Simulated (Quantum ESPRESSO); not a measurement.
# Dipole at the next field: 1T-SrClI, 2 layers, AB stacking

How the rows were computed: Quantum ESPRESSO 7.5, PBE, GBRV ultrasoft; sawtooth field along the normal with dipole correction, ions clamped, threshold 1e-9 Ry; cell area 18.017 Å².

| field (V/Å) | dipole (e Å a cell) |
| --- | --- |
| 0 | 0.16289 |
| 0.1 | 0.24709 |
| 0.2 | 0.33145 |

**Question.** What is the dipole at −0.2 V/Å, and what electrostatic thickness 4πα/A follows from the rows?

**Fit.** The slope is (0.33145 − (0.16289))/0.2 = 0.8428 e Å²/V, so 4πα/A = 180.95 × 0.8428/18.017 = 8.46 Å. Linear response gives p = 0.16289 + 0.8428 × (−0.2) = −0.00567 e Å; a parabola through the three rows gives −0.00503.

**Check.** p = −0.00568 e Å. The line misses by 0.0 % of the induced dipole and the parabola by 0.4 %. The response is linear over this range.

**Limits.** Electrons alone respond; local and semilocal functionals tend to overscreen.
